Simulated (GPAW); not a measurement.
# Core-hole calculation of the Rh L₃ edge in LiRh (P-6m2), part 3 of 3

How does the Rh L₃ edge of LiRh (P-6m2) move when the bonds are compressed or stretched?

GPAW 26.7.0; X-ray absorption from dipole matrix elements to empty bands, plane-wave PAW LDA.

So far. Step 4 (Spectrum with XCH, Rh atom 1): The energy difference (zero at 3039 eV) isn't read as a photon energy: for so heavy an absorber the terms left out (core spin–orbit splitting, the hole's spin, the functional's error) amount to tens of eV or more. Step 6 (Spectrum with XCH, Rh atom 1): This run also has another mesh (4×4×4 against 3×3×3), so the 9 % r.m.s. difference can't be laid on the changed setting alone. The highest intensity below 24 eV goes from 1.0 eV (1.81) to 1.2 eV (1.71).

**7. Supercell without a hole, the energy reference**

Level of this step: plane-wave PAW DFT, LDA, self-consistent field (GPAW).

The cell changes for the next run, so it gets a reference energy of its own.

The cell differs from the one that the last finished run ended in (a 6.115 → 6.247 Å, b 6.115 → 6.247 Å, c 6.633 → 6.776 Å).

Contents of scf.py:

```python
import numpy as np
from ase import Atoms
from ase.parallel import parprint, paropen
from gpaw import GPAW, PW, FermiDirac, Mixer, MixerDif, setup_paths
from gpaw.test import gen
setup_paths.insert(0, '.')
gen('Rh', name='nch2p', xcname='LDA', corehole=(2, 1, 0), write_xml=True)
from gpaw.mpi import world
world.barrier()

atoms = Atoms('Rh8Li8',
    cell=[[-3.93826157, 2.27375638, 4.28289835],
     [3.93826157, -2.27375638, 4.28289835],
     [2.62550771, 4.54751276, -4.28289835]],
    scaled_positions=[[0.04166667, 0.20833333, 0.25],
     [0.54166667, 0.70833333, 0.25],
     [0.91666667, 0.58333333, 0.5],
     [0.41666667, 0.08333333, 0.5],
     [0.29166667, 0.45833333, 0.75],
     [0.79166667, 0.95833333, 0.75],
     [0.66666667, 0.33333333, 0],
     [0.16666667, 0.83333333, 0],
     [0.25, 0.25, 0],
     [0.75, 0.75, 0],
     [0.125, 0.625, 0.25],
     [0.625, 0.125, 0.25],
     [0.5, 0.5, 0.5],
     [0, 0, 0.5],
     [0.875, 0.375, 0.75],
     [0.375, 0.875, 0.75]],
    pbc=True)
atoms.calc = calc = GPAW(legacy_gpaw=True, mode=PW(500), xc='LDA', setups={0: 'nch2p'},
    kpts={'size': (3, 3, 3), 'gamma': True}, occupations=FermiDirac(0.1),
    charge=0, mixer=Mixer(0.1, 5, 50), maxiter=150,
    convergence={'density': 0.0001}, txt='scf.txt')
energy = atoms.get_potential_energy() + calc.get_reference_energy()
ef = calc.get_fermi_level()
out = dict(energy=energy, fermi=ef, forces=atoms.get_forces().tolist())
parprint(f'all-electron energy {energy:.4f} eV, Fermi level {ef:.4f} eV')
ev = np.array([[calc.get_eigenvalues(k, s) for k in range(len(calc.get_ibz_k_points()))] for s in range(calc.get_number_of_spins())])
out['homo'], out['lumo'], out['counts'] = ev[ev < ef].max(), ev[ev > ef].min(), sorted(set((ev < ef).sum((0, 2)).tolist()))
out['filled'] = (ev[:, 0] < ef).sum(1).tolist()
import json
with paropen('out.json', 'w') as f:
    json.dump(out, f)
```

Command:

```
$ OMP_NUM_THREADS=1 mpirun -n 2 gpaw python scf.py
```

Numbers of over 12 decimals in the logs are rounded to 6 here.

Output:

```text
Input parameters:
  convergence: {density: 0.0001}
  kpts: {gamma: True,
         size: (3, 3, 3)}
  maxiter: 150
  mixer: {backend: pulay,
          beta: 0.1,
          method: separate,
          nmaxold: 5,
          weight: 50}
  mode: {ecut: 500.0,
         name: pw}
  occupations: {fixmagmom: False,
                name: fermi-dirac,
                width: 0.1}
  setups: {0: nch2p}

Initialize ...

[...]
*s    :     0.831624
4p(6) :    -1.857314     0.120652
5p(0) :    -0.035593     0.998302
4d(8) :    -0.225910     0.506540
*d    :     0.774090
--------------------------------

Diagonalizing with gridspacing h=0.050

state   all-electron     PAW
-------------------------------
5s:      -0.168376    -0.168508
4p:      -1.857314    -1.857524
4d:      -0.225910    -0.226752
*f:                    0.069742
-------------------------------
all-electron energy -1041758.8873 eV, Fermi level 6.4258 eV
[key lines of the parts left out:]
Converged after 18 iterations.
Dipole moment: (0.459369, -0.265217, 0.000000) |e|*Ang
Free energy:    -89.163206
Fermi level: 6.42584
```

The job ended after 96 s (2 MPI ranks of Arm Neoverse V1, shared host; peak memory 0.37 GiB).

Reference energy: -1041758.887 eV with the cores included.

**8. Spectrum with XCH, Rh atom 1**

Shorter bonds are expected to push antibonding states and scattering resonances up, and longer ones down; the cell is scaled to test that.

Changed against the first core-hole run: volume scale from 1 to 0.97.

Contents of xas.py:

```python
import numpy as np
from ase import Atoms
from ase.parallel import parprint, paropen
from gpaw import GPAW, PW, FermiDirac, Mixer, MixerDif, setup_paths
from gpaw.test import gen
setup_paths.insert(0, '.')
gen('Rh', name='fch2p', xcname='LDA', corehole=(2, 1, 1), write_xml=True)
from gpaw.mpi import world
world.barrier()

atoms = Atoms('Rh8Li8',
    cell=[[-3.93826157, 2.27375638, 4.28289835],
     [3.93826157, -2.27375638, 4.28289835],
     [2.62550771, 4.54751276, -4.28289835]],
    scaled_positions=[[0.04166667, 0.20833333, 0.25],
     [0.54166667, 0.70833333, 0.25],
     [0.91666667, 0.58333333, 0.5],
     [0.41666667, 0.08333333, 0.5],
     [0.29166667, 0.45833333, 0.75],
     [0.79166667, 0.95833333, 0.75],
     [0.66666667, 0.33333333, 0],
     [0.16666667, 0.83333333, 0],
     [0.25, 0.25, 0],
     [0.75, 0.75, 0],
     [0.125, 0.625, 0.25],
     [0.625, 0.125, 0.25],
     [0.5, 0.5, 0.5],
     [0, 0, 0.5],
     [0.875, 0.375, 0.75],
     [0.375, 0.875, 0.75]],
    pbc=True)
atoms.calc = calc = GPAW(legacy_gpaw=True, mode=PW(500), xc='LDA', setups={0: 'fch2p'},
    kpts={'size': (3, 3, 3), 'gamma': True}, occupations=FermiDirac(0.1),
    charge=-1, mixer=Mixer(0.1, 5, 50), maxiter=150,
    convergence={'density': 0.0001}, txt='scf.txt')
energy = atoms.get_potential_energy() + calc.get_reference_energy()
ef = calc.get_fermi_level()
out = dict(energy=energy, fermi=ef, forces=atoms.get_forces().tolist())
parprint(f'all-electron energy {energy:.4f} eV, Fermi level {ef:.4f} eV')
ev = np.array([[calc.get_eigenvalues(k, s) for k in range(len(calc.get_ibz_k_points()))] for s in range(calc.get_number_of_spins())])
out['homo'], out['lumo'], out['counts'] = ev[ev < ef].max(), ev[ev > ef].min(), sorted(set((ev < ef).sum((0, 2)).tolist()))
out['filled'] = (ev[:, 0] < ef).sum(1).tolist()

from ase.units import Ha
from gpaw.xas import dipole_matrix_elements
nb = int(calc.get_number_of_electrons() / 2) + 164
top, nb = nb, nb + 8 + nb // 12
nscf = calc.fixed_density(kpts={'size': (3, 3, 3), 'gamma': True}, nbands=nb,
    convergence={'bands': top, 'eigenstates': 1e-5}, maxiter=60, txt='nscf.txt')
cell = atoms.cell.array
ops = [cell.T @ U.T @ np.linalg.inv(cell.T) for U in nscf.wfs.kd.symmetry.op_scc]
E = np.arange(-6, 34, 0.1)
fwhm = np.interp(E, [4, 25], [2.13, 3.5])
Y, X, zero, highest = 0, 0, 1e9, 1e9
for spin in range(nscf.get_number_of_spins()):
    wfs = nscf.wfs
    A = dipole_matrix_elements(wfs.setups[0])
    eps = np.zeros((wfs.kd.nibzkpts, nb))
    d = np.zeros((3, A.shape[1], wfs.kd.nibzkpts, nb), complex)
    for kpt in wfs.kpt_u:
        if kpt.s == spin and 0 in kpt.P_ani:
            eps[kpt.k] = kpt.eps_n * Ha
            d[:, :, kpt.k] = (kpt.weight * wfs.nspins / 2) ** 0.5 * np.inner(A, kpt.P_ani[0])
    world.sum(eps)
    world.sum(d)
    T = np.einsum('amkn,bmkn->abkn', d, d.conj()).real
    T = sum(np.einsum('ai,ijkn,bj->abkn', R, T, R) for R in ops) / len(ops)
    empty = eps > ef
    zero, highest = min(zero, eps[empty].min()), min(highest, eps[:, top - 1].min())
    lines = [(eps, T, empty)] if spin == 0 else lines + [(eps, T, empty)]
for eps, T, empty in lines:
    f = np.einsum('aakn->akn', T).reshape(3, -1)
    x = eps.ravel() - zero
    w = np.interp(x, E, fwhm) / 2.35482
    g = np.exp(-0.5 * ((E[:, None] - x) / w) ** 2) / (w * (2 * np.pi) ** 0.5)
    Y = Y + (f * empty.ravel()) @ g.T
    X = X + (f * ~empty.ravel()) @ g.T
out.update(E=E.round(2).tolist(), xas=Y.tolist(), xes=X.tolist(), zero=zero, valid=highest - zero, nk=len(eps), nb=nb)
for i in range(0, len(E), 10):
    parprint(f'{E[i]:7.2f}', *(f'{v:10.3e}' for v in Y[:, i]))
import json
with paropen('out.json', 'w') as f:
    json.dump(out, f)
```

Command:

```
$ OMP_NUM_THREADS=1 mpirun -n 2 gpaw python xas.py
```

Output:

```text
Input parameters:
  charge: -1
  convergence: {density: 0.0001}
  kpts: {gamma: True,
         size: (3, 3, 3)}
  maxiter: 150
  mixer: {backend: pulay,
          beta: 0.1,
          method: separate,
          nmaxold: 5,
          weight: 50}
  mode: {ecut: 500.0,
         name: pw}
  occupations: {fixmagmom: False,
                name: fermi-dirac,
                width: 0.1}
  setups: {0: fch2p}

Initialize ...

[...]
*d    :     0.321388
--------------------------------

Diagonalizing with gridspacing h=0.050

state   all-electron     PAW
-------------------------------
5s:      -0.461536    -0.461784
4p:      -2.410246    -2.410403
4d:      -0.678612    -0.679454
*f:                   -0.022353
-------------------------------
all-electron energy -1038720.2532 eV, Fermi level 6.4206 eV
[...]
32.00  5.280e-06  5.248e-06  5.561e-06
  33.00  5.449e-06  5.423e-06  5.622e-06
[key lines of the parts left out:]
Converged after 21 iterations.
Dipole moment: (0.334539, -0.227083, 0.285548) |e|*Ang
Free energy:    -99.572559
Fermi level: 6.42056
```

It took 5.3 min on 2 MPI ranks; peak memory 0.57 GiB.

| E (eV) | first run | this run |
| --- | --- | --- |
| -2.0 | 0.05 | 0.05 |
| -1.0 | 0.46 | 0.45 |
| 0.0 | 1.37 | 1.35 |
| 1.0 | 1.81 | 1.80 |
| 2.0 | 1.59 | 1.60 |
| 3.0 | 1.18 | 1.20 |
| 4.0 | 0.88 | 0.89 |
| 5.0 | 0.71 | 0.71 |
| 6.0 | 0.57 | 0.57 |
| 7.0 | 0.72 | 0.66 |
| 8.0 | 0.99 | 0.94 |
| 9.0 | 1.03 | 1.04 |
| 10.0 | 0.90 | 0.92 |
| 11.0 | 0.91 | 0.88 |
| 12.0 | 1.12 | 1.07 |
| 13.0 | 1.20 | 1.21 |
| 14.0 | 1.06 | 1.12 |
| 15.0 | 0.93 | 0.96 |
| 16.0 | 0.85 | 0.87 |
| 17.0 | 0.82 | 0.83 |
| 18.0 | 0.81 | 0.81 |
| 19.0 | 0.79 | 0.79 |
| 20.0 | 0.74 | 0.76 |
| 21.0 | 0.70 | 0.71 |
| 22.0 | 0.70 | 0.70 |
| 23.0 | 0.73 | 0.71 |
| 24.0 | 0.75 | 0.73 |
| 25.0 | 0.78 | 0.76 |
| 26.0 | 0.81 | 0.79 |
| 27.0 | 0.81 | 0.80 |
| 28.0 | 0.81 | 0.79 |
| 29.0 | 0.82 | 0.79 |
| 30.0 | 0.85 | 0.81 |
| 31.0 | 0.89 | 0.85 |
| 32.0 | 0.91 | 0.88 |

Against the first run the r.m.s. difference is 3 %. The highest intensity below 24 eV stays at 1.0 eV.

The photon energy of the zero moves by +0.05 eV.

**9. Supercell without a hole, the energy reference**

The cell changes for the next run, so it gets a reference energy of its own.

The cell differs from the one that the last finished run ended in (a 6.247 → 6.373 Å, b 6.247 → 6.373 Å, c 6.776 → 6.913 Å).

Changes to scf.py since step 7:

```diff
@@ -11,5 +11,5 @@
 atoms = Atoms('Rh8Li8',
-    cell=[[-3.93826157, 2.27375638, 4.28289835],
-     [3.93826157, -2.27375638, 4.28289835],
-     [2.62550771, 4.54751276, -4.28289835]],
+    cell=[[-4.01784385, 2.31970323, 4.36944486],
+     [4.01784385, -2.31970323, 4.36944486],
+     [2.67856257, 4.63940646, -4.36944486]],
     scaled_positions=[[0.04166667, 0.20833333, 0.25],
```

Command:

```
$ OMP_NUM_THREADS=1 mpirun -n 2 gpaw python scf.py
```

Output:

```text
Input parameters:
  convergence: {density: 0.0001}
  kpts: {gamma: True,
         size: (3, 3, 3)}
  maxiter: 150
  mixer: {backend: pulay,
          beta: 0.1,
          method: separate,
          nmaxold: 5,
          weight: 50}
  mode: {ecut: 500.0,
         name: pw}
  occupations: {fixmagmom: False,
                name: fermi-dirac,
                width: 0.1}
  setups: {0: nch2p}

Initialize ...

[...]
<dir> UserWarning: Initial realspace grid (35,35,36) inconsistent with symmetries.
  warnings.warn(
<dir> UserWarning: Using symmetrized grid: (36,36,36).

  warnings.warn('Using symmetrized grid: ({},{},{}).\n'.format(*N_c))
<dir> UserWarning: Initial realspace grid (35,35,36) inconsistent with symmetries.
  warnings.warn(
<dir> UserWarning: Using symmetrized grid: (36,36,36).

  warnings.warn('Using symmetrized grid: ({},{},{}).\n'.format(*N_c))
all-electron energy -1041758.4487 eV, Fermi level 5.7716 eV
[key lines of the parts left out:]
Converged after 18 iterations.
Dipole moment: (0.536959, -0.310014, 0.000009) |e|*Ang
Free energy:    -88.743848
Fermi level: 5.77159
```

The job ended after 97 s (2 MPI ranks; peak memory 0.37 GiB; 3.2 min of CPU time).

Reference energy: -1041758.449 eV with the cores included.

**10. Spectrum with XCH, Rh atom 1**

Shorter bonds are expected to push antibonding states and scattering resonances up, and longer ones down; the cell is scaled to test that.

Changed against the first core-hole run: volume scale from 1 to 1.03.

Changes to xas.py since step 8:

```diff
@@ -11,5 +11,5 @@
 atoms = Atoms('Rh8Li8',
-    cell=[[-3.93826157, 2.27375638, 4.28289835],
-     [3.93826157, -2.27375638, 4.28289835],
-     [2.62550771, 4.54751276, -4.28289835]],
+    cell=[[-4.01784385, 2.31970323, 4.36944486],
+     [4.01784385, -2.31970323, 4.36944486],
+     [2.67856257, 4.63940646, -4.36944486]],
     scaled_positions=[[0.04166667, 0.20833333, 0.25],
@@ -45,3 +45,3 @@
 from gpaw.xas import dipole_matrix_elements
-nb = int(calc.get_number_of_electrons() / 2) + 164
+nb = int(calc.get_number_of_electrons() / 2) + 172
 top, nb = nb, nb + 8 + nb // 12
```

Command:

```
$ OMP_NUM_THREADS=1 mpirun -n 2 gpaw python xas.py
```

Output:

```text
Input parameters:
  charge: -1
  convergence: {density: 0.0001}
  kpts: {gamma: True,
         size: (3, 3, 3)}
  maxiter: 150
  mixer: {backend: pulay,
          beta: 0.1,
          method: separate,
          nmaxold: 5,
          weight: 50}
  mode: {ecut: 500.0,
         name: pw}
  occupations: {fixmagmom: False,
                name: fermi-dirac,
                width: 0.1}
  setups: {0: fch2p}

Initialize ...

[...]
warnings.warn('Using symmetrized grid: ({},{},{}).\n'.format(*N_c))
<dir> UserWarning: Initial realspace grid (35,35,36) inconsistent with symmetries.
  warnings.warn(
<dir> UserWarning: Using symmetrized grid: (36,36,36).

  warnings.warn('Using symmetrized grid: ({},{},{}).\n'.format(*N_c))
all-electron energy -1038719.9235 eV, Fermi level 5.7622 eV
[...]
32.00  5.549e-06  5.527e-06  5.742e-06
  33.00  5.723e-06  5.728e-06  5.921e-06
[key lines of the parts left out:]
Converged after 20 iterations.
Dipole moment: (0.400277, -0.266145, 0.298855) |e|*Ang
Free energy:    -99.262860
Fermi level: 5.76217
```

It took 5.5 min on 2 MPI ranks; peak memory 0.59 GiB; 11 min of CPU time.

```
E (eV)  first run  this run
  -2.0       0.05      0.05
  -1.0       0.46      0.47
   0.0       1.37      1.39
   1.0       1.81      1.83
   2.0       1.59      1.58
   3.0       1.18      1.17
   4.0       0.88      0.88
   5.0       0.71      0.70
   6.0       0.57      0.58
   7.0       0.72      0.77
   8.0       0.99      1.03
   9.0       1.03      1.02
  10.0       0.90      0.89
  11.0       0.91      0.96
  12.0       1.12      1.16
  13.0       1.20      1.17
  14.0       1.06      1.02
  15.0       0.93      0.90
  16.0       0.85      0.84
  17.0       0.82      0.82
  18.0       0.81      0.80
  19.0       0.79      0.77
  20.0       0.74      0.72
  21.0       0.70      0.69
  22.0       0.70      0.71
  23.0       0.73      0.74
  24.0       0.75      0.77
  25.0       0.78      0.80
  26.0       0.81      0.82
  27.0       0.81      0.82
  28.0       0.81      0.83
  29.0       0.82      0.85
  30.0       0.85      0.89
  31.0       0.89      0.92
  32.0       0.91      0.94
```

The scaled spectrum changes by 3 % r.m.s. The highest intensity below 24 eV stays at 1.0 eV.

The photon energy of the zero moves by -0.05 eV.

**11. The volumes side by side**

```csv
volume,nearest distance (Å),shift of the zero (eV),maximum 1 (eV above own zero),maximum 2 (eV above own zero),maximum 3 (eV above own zero)
0.91,2.568,+0.17,1.2,9.2,13.6
0.97,2.624,+0.05,1.0,8.8,13.0
1,2.650,+0.00,1.0,8.6,12.8
1.03,2.677,-0.05,1.0,8.4,12.6
```

The curves, each shifted by its zero's change so that they share one photon-energy axis, counted from the zero at V × 1:

```csv
E (eV),V × 0.91,V × 0.97,V × 1,V × 1.03
-2.0,0.02,0.05,0.05,0.07
-1.0,0.25,0.42,0.46,0.51
0.0,0.99,1.30,1.37,1.43
1.0,1.64,1.79,1.81,1.82
2.0,1.64,1.62,1.59,1.56
3.0,1.32,1.22,1.18,1.15
4.0,0.96,0.90,0.88,0.87
5.0,0.75,0.72,0.71,0.69
6.0,0.62,0.57,0.57,0.59
7.0,0.56,0.65,0.72,0.79
8.0,0.78,0.93,0.99,1.04
9.0,1.01,1.04,1.03,1.01
10.0,1.00,0.93,0.90,0.88
11.0,0.90,0.88,0.91,0.97
12.0,0.94,1.06,1.12,1.17
13.0,1.14,1.21,1.20,1.16
14.0,1.22,1.13,1.06,1.01
15.0,1.10,0.97,0.93,0.89
16.0,0.96,0.87,0.85,0.84
17.0,0.88,0.83,0.82,0.82
18.0,0.84,0.81,0.81,0.80
19.0,0.81,0.79,0.79,0.77
20.0,0.78,0.76,0.74,0.72
21.0,0.74,0.71,0.70,0.69
22.0,0.73,0.70,0.70,0.71
23.0,0.73,0.71,0.73,0.75
24.0,0.73,0.73,0.75,0.77
25.0,0.73,0.76,0.78,0.80
26.0,0.74,0.78,0.81,0.82
27.0,0.76,0.80,0.81,0.82
28.0,0.78,0.79,0.81,0.83
29.0,0.78,0.79,0.82,0.86
30.0,0.77,0.81,0.85,0.89
31.0,0.77,0.85,0.89,0.92
32.0,0.79,0.88,0.91,0.95
```

**12. What came out**

| Property | Result |
| --- | --- |
| absorber and edge | Rh L₃, atom 1 of the ground-state input (counted from 1) |
| surroundings | 6 Li at 2.65 Å and 6 Rh at 2.65 Å (anticuboctahedral, as in hcp, site symmetry -6m2) |
| highest intensity below 24 eV | 1.0 eV above the zero, height 1.81 |

From V × 0.91 to V × 1.03 the nearest distance grows by 0.108 Å and the zero moves by -0.22 eV. Above their own zero, the maxima move from 1.2 to 1.0 eV, from 9.2 to 8.4 eV and from 13.6 to 12.6 eV. The meshes differ between volumes, which adds to the changes. The Rh L₃ edge of atom 1, with 6 Li at 2.65 Å and 6 Rh at 2.65 Å (anticuboctahedral, as in hcp, site symmetry -6m2), has its highest intensity of the first 24 eV at 1.0 eV above the zero, 1.8 times the mean level of the first 20 eV (Gaussian full width 2.13 eV up to 4 eV, rising linearly to 3.5 eV at 25 eV). At the Rh L₃ edge of atom 1 polarisation matters most near 0.6 eV, where the curves differ by 1.3 on this scale. Only the L₃ part is meant: spin–orbit coupling of the core level isn't computed and the L₂ copy isn't added. The script folds with a Gaussian, whereas the core hole's own line is a Lorentzian, so the onset is too steep and the first peak too high. The holes are only 6.3 Å apart, so the shape is probably not converged with cell size; no larger cell was run here. The mesh is coarse (0.39 Å⁻¹ between points), so small maxima may be mesh ripples. Lifetime broadening is put in by hand, and intensities beyond about 20 eV depend on it and on the partial waves; weight that the partial waves miss at high energy is lost. The structure is a computed Materials Project entry and may be a hypothetical form.

[Banner, clock and machine lines of the logs are left out without a mark of their own.]

[Logs are printed without paths, hosts, clocks, repeated set-up lines and the standing remarks that a program may print on its own settings, such as how far it seeks lower states.]

[Hosts, paths, dates, database ids (printed as entryN), source tags and the programs' standing remarks are cut or masked in the printed files.]

[Lists of maxima count a maximum above −3 eV only where it reaches 4 % of the highest in the window and stands out from its surroundings by 2 % of it (1.5 % where it reaches 55 %); shoulders and weaker maxima are passed over, and of the rest the first, up to two pre-edge ones and the few strongest are named.]
